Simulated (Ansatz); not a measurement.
Planning a run of Ansatz 0.2.0 on WS2 (Tungstenite). The input:

```yaml
crystal:
  lattice:
    - [3.1532, 0.0, 0.0]
    - [-1.5766, 2.7307513032, 0.0]
    - [0.0, 0.0, 12.323]
  atoms:
    - { symbol: W, position: [0.3333333333, 0.6666666667, 0.25] }
    - { symbol: W, position: [0.6666666667, 0.3333333333, 0.75] }
    - { symbol: S, position: [0.3333333333, 0.6666666667, 0.6225] }
    - { symbol: S, position: [0.6666666667, 0.3333333333, 0.1225] }
    - { symbol: S, position: [0.3333333333, 0.6666666667, 0.8775] }
    - { symbol: S, position: [0.6666666667, 0.3333333333, 0.3775] }
kpoints:
  mp_grid: { grid: [6, 6, 2] }
hamiltonian:
  xc: pbe
scf:
  occupations: { method: fixed }
gw:
  n_empty_bands: 681
  ecut_chi: 200.0
  qp_bands: [v2, c2]
  qp_kpoints: band_edges
  screening: { model: contour_deformation }
```

```sh
ansatz run input.yaml --threads 2 --pin off --max-ram 92160MiB --backend cuda --events-out ev --progress --plain --runs-dir out --devices 1 --max-vram 13GiB  # rebuilt from the run's record
```

Q: Estimate wall time and host memory on 1 × NVIDIA H100 80GB HBM3 (shared by 6 runs) with 2 threads of AMD EPYC 7R13 (Zen 3), shared host.

It took 30 s; on shared hardware allow 15 s to 61 s. Peak host memory was 2.6 GiB. The sizes that set the cost: 2057 plane waves a state, 14 irreducible k points, 707 bands summed, 689 plane waves in the screening and 6 SCF cycles.

The screening grows as filled bands × empty bands × pairs of k points, times the square of the screening basis for the matrix.

[Paths, hosts, dates, memory and timing lines, banners, echoed tables and standing remarks are left out of the program output.]

[Logs are printed without paths, hosts, clocks, repeated set-up lines and the standing remarks that a program may print on its own settings, such as how far it seeks lower states.]

[Runs of the session that timed out or met a known fault of the program may be left out.]

[Cells called generated may have been cut or substituted from an entry of the Crystallography Open Database or the Materials Project.]

[Hosts, paths, dates, database ids (printed as entryN), source tags and the programs' standing remarks are cut or masked in the printed files.]
